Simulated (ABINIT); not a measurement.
Planning a run of ABINIT 10.8.3 on Si3N4 (Fd-3m). The input:

```
acell 3*1.0 Angstrom
rprim 
  -0.000000000000 3.893718000000 3.893718000000
  3.893718000000 0.000000000000 3.893718000000
  3.893718000000 3.893718000000 -0.000000000000
ntypat 2
znucl 14 7
natom 14
typat 1 1 1 1 1 1 2 2 2 2 2 2 2 2
xred 
  0.125000000000 0.125000000000 0.625000000000
  0.125000000000 0.625000000000 0.125000000000
  0.625000000000 0.125000000000 0.125000000000
  0.125000000000 0.125000000000 0.125000000000
  0.750000000000 0.750000000000 0.750000000000
  0.500000000000 0.500000000000 0.500000000000
  0.367563000000 0.367563000000 0.367563000000
  0.352689000000 0.882437000000 0.882437000000
  0.882437000000 0.882437000000 0.352689000000
  0.882437000000 0.352689000000 0.882437000000
  0.367563000000 0.367563000000 0.897311000000
  0.367563000000 0.897311000000 0.367563000000
  0.882437000000 0.882437000000 0.882437000000
  0.897311000000 0.367563000000 0.367563000000
pp_dirpath "pseudos"
pseudos "Si.upf, N.upf"
ecut 36
ngkpt 4 4 4
nshiftk 1
shiftk 0 0 0
kptopt 1
chksymbreak 0
istwfk *1
occopt 1
irdwfk 1
optdriver 3
nband 104
ecuteps 4
inclvkb 2
awtr 1
symchi 1
indata_prefix "in"
outdata_prefix "out"
tmpdata_prefix "tmp"
```

```sh
OMP_NUM_THREADS=1 mpirun -n 4 abinit run.abi > log
```

Q: Estimate wall time and host memory on 4 MPI ranks of Arm Neoverse V2, shared host.

It took 2.5 min; on shared hardware allow 76 s to 5.1 min. Peak host memory was 2.7 GiB.

[Paths, hosts, dates, memory and timing lines, banners, echoed tables and standing remarks are left out of the program output.]

[Logs are printed without paths, hosts, clocks, repeated set-up lines and the standing remarks that a program may print on its own settings, such as how far it seeks lower states.]

[Runs of the session that timed out or met a known fault of the program may be left out.]

[Hosts, paths, dates, database ids (printed as entryN), source tags and the programs' standing remarks are cut or masked in the printed files.]

[G0W0 gaps are taken among the corrected bands and points alone; a level outside them can change the order at an edge.]

[Where Ansatz stands beside ABINIT at settings called matched, ABINIT's density can come from a denser mesh and the files from another edition; pairs whose starting gaps differed by over 0.03 eV were left out, so agreement reads better than it is.]
